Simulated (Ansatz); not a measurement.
**TaN (P-6m2): phonons and vibrational spectra**

Wanted: vibrations and spectra of TaN (P-6m2); the cell is already relaxed. After the zone centre comes a 2×2×2 q mesh on a 16×16×16 k mesh.

Main program and level: Ansatz 0.2.0; DFT r2SCAN, scalar-relativistic, plane waves, PAW.

### Step 1. Starting point

Symmetry: P-6m2, No. 187, hexagonal system. The conventional cell has a = 2.936 Å, b = 2.936 Å, c = 2.885 Å, α = 90.00°, β = 90.00°, γ = 120.00°. Nearest to Ta lie 6 N at 2.23 Å. N has 6 Ta at 2.23 Å nearest. Farther neighbours and most contacts between anions are not listed.

### Step 2. Zone-centre response

The cell comes from relaxations at this level that are not shown. The zone centre comes first: it holds the modes that light can see, as far as symmetry allows. No field response is asked, since the mesh shows no gap.

Contents of input.yaml:

```yaml
crystal:
  lattice:
    - [2.9360779998, 0.0, 0.0]
    - [-1.4680389999, 2.5427181353, 0.0]
    - [0.0, 0.0, 2.8845931663]
  atoms:
    - { symbol: Ta, position: [0.3333333333, 0.6666666667, 0.5] }
    - { symbol: "N", position: [0.0, 0.0, 0.0] }
kpoints:
  mp_grid: { grid: [15, 15, 16] }
hamiltonian:
  xc: r2scan
scf:
  occupations: { method: methfessel_paxton, width: 0.15 }
output:
  eigenvalues: true
phonons:
  method: dfpt
```

Command:

```console
$ ansatz run input.yaml --threads 4 --pin off --max-ram 7168MiB --backend cpu --events-out ev --progress --plain --runs-dir out
```

Numbers of over 12 decimals in the logs are rounded to 6 here.

What it wrote:

```text
Engine: ansatz 0.2.0, aarch64-unknown-linux-gnu
Pseudopotentials: kind: paw
Pseudopotential: Ta, paw, valence charge 13, recommended cutoff 500 eV (meta_gga), Ta.paw.azcp
Pseudopotential: N, paw, valence charge 5, recommended cutoff 500 eV (meta_gga), N.paw.azcp
Functional definition: r2SCAN
  parameter k0 = 0.174
  parameter k1 = 0.065
  parameter a1 = 4.9479
  exchange = r2scan_x(k0 = k0, k1 = k1, a1 = a1)
  correlation = r2scan_c
Crystal: 2 atoms, lattice volume = 21.535 Å³
Basis set: ecut = 500 eV, 551 PW (Γ), exchange–correlation on 120×120×120 points (125 copies of the dense FFT grid, shifted against one another)
Bands: 13, of which v1, the nominal top of the filled ones, is band 9 counted from 1 (8 counted from 0)
Symmetry: 12 space group operations
k-points: 968 of 3600 (irreducible under 2 space group operations, time reversal used)
Non-local potential: Ta, projectors of the file, l = 0: 3, l = 1: 2, l = 2: 2, l = 3: 1
Non-local potential: N, projectors of the file, l = 0: 2, l = 1: 2, l = 2: 1
PAW form: soft (Blöchl's): semilocal exchange-correlation on the pseudo side does not see the compensation charge
PAW frozen core: Ta, regenerated for the run's functional (the file was generated under x = pbe(κ = 0.804, μ = 0.219515), c = pbe(β = 0.066725))
PAW frozen core: N, regenerated for the run's functional (the file was generated under x = pbe(κ = 0.804, μ = 0.219515), c = pbe(β = 0.066725))
PAW one-centre angular grid: Ta, 590 points (default); XC on 160 Gauss nodes
PAW one-centre angular grid: N, 302 points (default); XC on 160 Gauss nodes
Initial density: superposition of atomic densities (neutral atoms: chi_scale 0, normalization atom), corrected by the library's trained network
Initial wavefunctions: pseudopotential atomic-orbital guess
Functional: x = r2scan, c = r2scan; τ floored in thin density (d = 2e-4 eV/Å³)
SCF iter   1: F=—  HF=-10331.701524 eV  |F-HF|=—  |Δ(HF+E_count)|=         —  Δρ=1.11e-2  dr2=9.13e-3  dr2_τ=1.21e-1  ethr=1.77e-3  ⟨swp⟩=5.6  Hψ=66546  notcnv=0
preconditioner: auto → none  [insulator: Δε(μ)=0.125 eV  Ē_g=11.689 eV  σ=0.150 eV  W_gap=0.64  n_scr=8 (ndim 8)  ℏωp=25.3 eV  f_vac=0.000  D(μ)=0.06/eV (n_scr^D=0)  ε∞_Penn≈5.7]
SCF iter   2: F=—  HF=-10331.801698 eV  |F-HF|=—  |Δ(HF+E_count)|=   1.00e-1  S|Δr|=    0.00e0  Δρ=7.50e-3  dr2=6.42e-3  dr2_τ=4.90e-4  ethr=5.07e-5  ⟨swp⟩=2.3  Hψ=31231  notcnv=0
SCF iter   3: F=—  HF=-10331.805011 eV  |F-HF|=—  |Δ(HF+E_count)|=   3.31e-3  S|Δr|=    0.00e0  Δρ=4.79e-3  dr2=4.28e-3  dr2_τ=6.10e-4  ethr=3.57e-5  ⟨swp⟩=2.0  Hψ=17421  notcnv=0
SCF iter   4: F=—  HF=-10331.804385 eV  |F-HF|=—  |Δ(HF+E_count)|=   6.26e-4  S|Δr|=    0.00e0  Δρ=2.14e-3  dr2=1.03e-3  dr2_τ=6.38e-5  ethr=2.38e-5  ⟨swp⟩=1.8  Hψ=14882  notcnv=0
SCF iter   5: F=—  HF=-10331.804217 eV  |F-HF|=—  |Δ(HF+E_count)|=   1.68e-4  S|Δr|=    0.00e0  Δρ=1.65e-4  dr2=5.62e-6  dr2_τ=4.85e-7  ethr=5.70e-6  ⟨swp⟩=2.0  Hψ=15992  notcnv=0
SCF iter   6: F=—  HF=-10331.804217 eV  |F-HF|=—  |Δ(HF+E_count)|=   5.67e-7  S|Δr|=    0.00e0  Δρ=6.89e-5  dr2=1.02e-6  dr2_τ=6.25e-8  ethr=3.12e-8  ⟨swp⟩=2.3  Hψ=17312  notcnv=0
SCF iter   7: F=—  HF=-10331.804218 eV  |F-HF|=—  |Δ(HF+E_count)|=   6.17e-7  S|Δr|=    0.00e0  Δρ=1.56e-5  dr2=5.46e-8  dr2_τ=3.84e-9  ethr=5.65e-9  ⟨swp⟩=2.5  Hψ=16855  notcnv=0
SCF iter   8: F=—  HF=-10331.804218 eV  |F-HF|=—  |Δ(HF+E_count)|=   2.30e-9  S|Δr|=    0.00e0  Δρ=2.67e-6  dr2=1.62e-9  dr2_τ=9.31e-11  ethr=3.03e-10  ⟨swp⟩=2.2  Hψ=16500  notcnv=0
SCF iter   9: F=—  HF=-10331.804218 eV  |F-HF|=—  |Δ(HF+E_count)|=  4.91e-11  S|Δr|=    0.00e0  Δρ=7.55e-7  dr2=1.23e-10  dr2_τ=6.85e-12  ethr=9.00e-12  ⟨swp⟩=2.4  Hψ=18468  notcnv=0
SCF iter  10: F=-10331.804218 eV  HF=-10331.804218 eV  |F-HF|=7.28e-12  |Δ(HF+E_count)|=  1.82e-12  S|Δr|=    0.00e0  Δρ=1.96e-8  dr2=4.63e-14  dr2_τ=1.74e-14  ethr=1.00e-12  ⟨swp⟩=4.8  Hψ=60811  notcnv=0
SCF 1 converged in 10 iterations: F = -10331.804218 eV  dr2 = 4.63e-14
  greatest PAW one-centre occupation: 0.998 electrons in one spin orbital (limit 2), on the Ta atom at site 0 (counted from 0), in its partial waves of l = 0
DFPT response loops at Γ: preconditioner auto → Kerker (q_TF=auto, 2.648 Å⁻¹) (partly filled bands, converged f_vac=0.000); β = 1.00, the filter's whole step (`scf.mixing.beta` (0.50) is not read by the response loops under this deck's `scf.mixing.preconditioner`; to damp them name `kerker` or `kerker_dos`, under which they read `scf.mixing.beta`, and type it under 1.00, their step now; both keys bind the ground state too); Broyden in place of MSR1
SCF converged after 10 iterations
Stability not checked: this state was not tested for a lower state beside it, because cold or Methfessel-Paxton smearing, or corrected tetrahedra, fill the levels in a way that the test cannot read (fill_not_monotonic; see scf.lower_state_search)
Free energy (F): -10331.804218 eV
Harris-Foulkes:  -10331.804218 eV  (|F-HF|=7.28e-12)
Internal energy: -10331.804165 eV  (E = F + TS)
E sigma→0 (E₀):  -10331.804205 eV
Entropy (-TS):   -0.000053 eV (-0.027 meV/atom)
Fermi energy:    20.255238 eV
--- Per-component energies (eV) ---
  E_band       = -67.986973
  E_kinetic    = 501.387830
  E_local      = -603.177724  (includes V_loc(G=0)·N_el)
  E_nonlocal   = 59.441538
  E_hartree    = 203.849285
  E_xc         = -265.848543
  E_vxc        = -308.556179  (∫ρ·V_xc dr)
  E_paw        = -8552.172331  (= ΣΔE_a)
  E_vpaw       = -140.607075  (= ΣTr[D̂ρ^β])
  E_aug_tail   = 0.000081  (compensation charges beyond the density's cutoff)
  E_vtau       = 15.825987  (kinetic-family band-sum trace: ∫τ·v_τ [+ j·A + Jᵃ·Aᵃ] dr)
  E_ewald      = -1674.498456
  E_core_change = -0.785845  (= ΣΔE_core)
  E_smearing   = -0.000053  (= −TS)
  E_closure    = -0.000000  (closes the sum)
  Σ components = -10331.804218   (vs F -10331.804218, Δ=0.00e0)
--- Band table (eV; the first three rows and the last of 968) ---
  k-point 0: bands = [... 5 lower, 15.4047, 15.4047, 15.8332, 17.0581, 22.7003, 23.9578, 23.9578, 24.4765]
  k-point 1: bands = [... 5 lower, 15.4379, 15.4379, 15.4637, 17.3746, 22.8511, 23.3634, 23.3634, 24.9263]
  k-point 2: bands = [... 5 lower, 14.7098, 15.5334, 15.5334, 18.0177, 22.5447, 22.5447, 23.2614, 25.3073]
  k-point 967: bands = [... 5 lower, 12.2976, 14.7309, 15.4227, 18.5484, 21.5333, 22.8054, 25.1118, 27.0559]
--- Phonons (Γ-DFPT): 4 representative perturbations + reference, on 968 of 3600 k-points (Σ response iterations 27) ---
  k mesh reduced under 2 symmetry operations, with k and −k counted as one. Each operation leaves every solved perturbation unchanged. A smaller set is not considered because the functional reads the kinetic-energy density
  ASR residual: 6.116e-4 → 0.000e0 eV/Å²; symmetrization residual: 1.128e-6 eV/Å²
  ASR residual per site (eV/Å²): 2.21e-5 6.12e-4
  Γ frequencies (cm⁻¹): 0.00 0.00 0.00 530.41 530.41 548.42
  non-analytic LO–TO correction: not included (Born effective charges unavailable; polar crystals: no LO–TO splitting at Γ)
```

Elapsed: 1.8 min, on 4 threads of Arm Neoverse V2, shared host; peak memory 1.4 GiB; 7 min of CPU time.

Numbers from this step:

- volume per atom: 10.77 Å³
- gap on the k-mesh: 0 eV
- sum-rule residual before enforcement: 6.12e-4 eV/Å²
- point group: -6m2
- highest optical mode at the zone centre (no LO-TO term): 548.4 cm⁻¹
- lowest optical zone-centre mode: 530.4 cm⁻¹

Patterns of degenerate modes are one choice out of their space. The modes at Γ (shares of kinetic energy by element, %):

```tsv
mode	frequency (cm⁻¹)	symmetry	Ta %	N %
1	0.0	acoustic	93	7
2	0.0	acoustic	93	7
3	0.0	acoustic	93	7
4	530.4	E'	7	93
5	530.4	E'	7	93
6	548.4	A2''	7	93
```

Displacements in mode 4 (530.4 cm⁻¹), the largest set to 1:
```
Ta1  0.00 -0.08  0.00
N2   0.00  1.00  0.00
```

Displacements in mode 6 (548.4 cm⁻¹), the largest set to 1:
```
Ta1  0.00  0.00 -0.08
N2   0.00  0.00  1.00
```

Before it was imposed, the acoustic sum rule was missed by 6.1e-4 eV/Å². Small misses are needed for a sound result but don't prove that mesh and cutoff are converged. The lowest optical mode is real, 530 cm⁻¹.

### Step 3. Phonons on a q mesh

Stability and thermal properties need the whole zone. Linear response on a 2×2×2 q mesh gives force constants as far as a supercell of that size would.

input.yaml, the sections that differ from step 2:

```yaml
kpoints:
  mp_grid: { grid: [16, 16, 16] }
phonons:
  method: dfpt
  qmesh: [2, 2, 2]
  temperatures: { t_max: 1000, t_step: 50 }
  qpath:
    path:
      - [[0.0, 0.0, 0.0], [0.5, 0.0, 0.0], [0.33333333, 0.33333333, 0.0], [0.0, 0.0, 0.0], [0.0, 0.0, 0.5], [0.5, 0.0, 0.5], [0.33333333, 0.33333333, 0.5], [0.0, 0.0, 0.5]]
      - [[0.5, 0.0, 0.5], [0.5, 0.0, 0.0]]
      - [[0.33333333, 0.33333333, 0.5], [0.33333333, 0.33333333, 0.0]]
    npoints: 10
# crystal, hamiltonian, scf, output: as in step 2
```

What it wrote:

```text
Warning: phonons: the dynamical matrix that this run interpolates holds no multipole term above the dipole-dipole one, and a site of this crystal is no centre of inversion, so its interpolated transverse optical and acoustic branches and sound speeds can stay off near Gamma, and the density of states and the thermodynamics with them. What a run solves at a wave vector of phonons.qpoints, Gamma apart, where the deck admits one, is free of this, and under fd what a larger phonons.supercell samples
[...]
Crystal: 2 atoms, lattice volume = 21.535 Å³
Basis set: ecut = 500 eV, 551 PW (Γ), exchange–correlation on 120×120×120 points (125 copies of the dense FFT grid, shifted against one another)
Bands: 13, of which v1, the nominal top of the filled ones, is band 9 counted from 1 (8 counted from 0)
Symmetry: 12 space group operations
k-points: 1098 of 4096 (irreducible under 2 space group operations, time reversal used)
[...]
SCF iter   1: F=—  HF=-10331.701373 eV  |F-HF|=—  |Δ(HF+E_count)|=         —  Δρ=1.11e-2  dr2=9.13e-3  dr2_τ=1.21e-1  ethr=1.77e-3  ⟨swp⟩=5.7  Hψ=75317  notcnv=0
[...]
SCF iter  10: F=-10331.804137 eV  HF=-10331.804137 eV  |F-HF|=0.00e0  |Δ(HF+E_count)|=  3.64e-12  S|Δr|=    0.00e0  Δρ=2.00e-8  dr2=4.65e-14  dr2_τ=1.78e-14  ethr=1.00e-12  ⟨swp⟩=4.8  Hψ=68809  notcnv=0
the search or the solves at the SCF's close seem to have found levels that the self-consistency loop had missed (the run counts 3). By its estimate they hold under 1e-12 electrons; where the run keeps them, the occupations were computed again with them
SCF 1 converged in 10 iterations: F = -10331.804137 eV  dr2 = 4.65e-14
[...]
Basis set: ecut = 500 eV, 551 PW (Γ), exchange–correlation on 96×96×96 points (64 copies of the dense FFT grid, shifted against one another)
k-points: 270 of 4096 (time reversal used)
[...]
iter 1 solved again at ethr=1.07e-7 eV; its pass at ethr=3.10e-3 eV (dr2=1.92e-5 eV) is discarded
SCF iter   1: F=—  HF=-10331.804144 eV  |F-HF|=—  |Δ(HF+E_count)|=         —  Δρ=1.40e-6  dr2=3.67e-10  dr2_τ=6.43e-11  ethr=1.07e-7  ⟨swp⟩=3.7  Hψ=28497  notcnv=0
eigensolver tolerance schedule: the retry pair's looser diagonalisation over-reported the residual by 52347.31 of it (diagonalisation noise at an unbounded share of the residual, at the tolerance the schedule requests for it); recorded, not acted on — ethr = c·dr2/N_el stays at c = 1.0e-1
[...]
SCF iter   2: F=—  HF=-10331.804144 eV  |F-HF|=—  |Δ(HF+E_count)|=   5.68e-7  S|Δr|=    0.00e0  Δρ=1.40e-6  dr2=5.31e-10  dr2_τ=1.26e-10  ethr=2.04e-12  ⟨swp⟩=3.8  Hψ=8592  notcnv=0
[...]
SCF iter   5: F=-10331.804144 eV  HF=-10331.804144 eV  |F-HF|=1.82e-12  |Δ(HF+E_count)|=  9.09e-12  S|Δr|=    0.00e0  Δρ=5.08e-8  dr2=5.29e-13  dr2_τ=1.02e-13  ethr=1.00e-12  ⟨swp⟩=3.1  Hψ=8083  notcnv=0
SCF 2 converged in 5 iterations: F = -10331.804144 eV  dr2 = 5.29e-13
phonons: the bands overlap, so this run is a metal and interpolates without the dipole-dipole term. If the crystal is really an insulator or semiconductor, its LO-TO splitting is missing
[...]
NSCF: frozen V_eff on 270 k-points
WARN: eigensolver did not converge in 4 slots of this pass, the one above among them; of largest residual over every band (k=11): 1 band(s) unlocked (lowest unlocked band 12, counted from 0; max residual 1.19e-5 eV among the unlocked bands, 1.19e-5 eV over every band); of lowest unlocked band (k=11): band 12
[...]
SCF converged after 10 iterations
[...]
Free energy (F): -10331.804137 eV
[...]
Internal energy: -10331.804171 eV  (E = F + TS)
E sigma→0 (E₀):  -10331.804145 eV
Entropy (-TS):   0.000034 eV (0.017 meV/atom)
Fermi energy:    20.230477 eV
[...]
--- Band table (eV; the first three rows and the last of 1098) ---
  k-point 0: bands = [... 5 lower, 15.4048, 15.4048, 15.8331, 17.0582, 22.7004, 23.9578, 23.9578, 24.4764]
  k-point 1: bands = [... 5 lower, 15.4380, 15.4380, 15.4637, 17.3747, 22.8512, 23.3634, 23.3634, 24.9262]
  k-point 2: bands = [... 5 lower, 14.7098, 15.5335, 15.5335, 18.0178, 22.5446, 22.5446, 23.2615, 25.3072]
  k-point 1097: bands = [... 5 lower, 12.3833, 13.0986, 15.8253, 18.9898, 24.5894, 25.3627, 26.3624, 27.7682]
[...]
ASR residual: 6.112e-4 → 0.000e0 eV/Å²; symmetrization residual: 1.112e-6 eV/Å²
  ASR residual per site (eV/Å²): 2.20e-5 6.11e-4
  Γ frequencies (cm⁻¹): 0.00 0.00 0.00 530.53 530.53 547.83
--- Phonons (arbitrary-q DFPT): 4 irreducible q on the 2×2×2 mesh ---
  q = [0.0000, 0.0000, 0.0000] (star 1, of the zone-centre solve; hermiticity 1.55e-7, symmetrization 1.54e-10): -0.00 0.00 0.00 530.53 530.53 547.83
  q = [0.0000, 0.0000, -0.5000] (star 1, 4 solved perturbations in 1854 linear systems a pass and spin channel, the states on 657 of 4096 k-point pairs; hermiticity 2.46e-10, symmetrization 1.23e-10): 150.58 150.58 288.69 488.28 488.28 635.26
  q = [0.0000, -0.5000, 0.0000] (star 3, 6 solved perturbations on 657 of 4096 k-point pairs; hermiticity 4.34e-8, symmetrization 5.58e-14): 178.78 179.08 270.28 529.46 558.59 599.51
[...]
sum rule: each row above includes the acoustic sum rule's correction from the zone centre's row sums; it moved no ω² by more than (3.44 cm⁻¹)²
  mesh force constants: q→R imaginary residual 8.00e-18; ASR residual 6.112e-4 → 0.000e0 eV/Å²; symmetrization residual 3.553e-14 eV/Å²
  interpolated dispersion: 93 rows × 6 modes
  density of states and harmonic sums: on the 24×24×22 q-mesh, interpolated from the force constants of a 2×2×2 supercell (no non-analytic term)
  largest difference from the sums on the solved wave vectors: F 5.85e-2 eV, S 9.08e-5 and C_V 3.23e-5 eV/K
  zero-point energy: 0.142377 eV/cell   skipped modes (ω ≤ 0): 3   left out of the sums: 3.95e-5 of the cell's modes: C_V's classical limit lies that fraction below 3 k_B per atom; for a crystal, a wire or a layer, F and S can be off by more, and a phonons.interpolated_qmesh denser along its periods is the remedy for the sampling
```

Wall time 6.3 min (4 threads); peak memory 1.6 GiB.

Numbers from this step:

- sum-rule residual before enforcement: 6.11e-4 eV/Å²
- lowest frequency on the path: 0 cm⁻¹
- highest frequency on the path or at a solved wavevector: 635.3 cm⁻¹
- mean frequency: 382.8 cm⁻¹
- highest optical mode at the zone centre (no LO-TO term): 547.8 cm⁻¹
- lowest optical zone-centre mode: 530.5 cm⁻¹
- lowest mode on the q mesh (acoustic modes at Γ apart): 150.6 cm⁻¹
- edges of the widest gap between branches, on path and mesh: 288.7, 488.3 cm⁻¹

(Part 1 of 2 ends here.)

[Logs are printed without paths, hosts, clocks, repeated set-up lines and the standing remarks that a program may print on its own settings, such as how far it seeks lower states.]

[Hosts, paths, dates, database ids (printed as entryN), source tags and the programs' standing remarks are cut or masked in the printed files.]
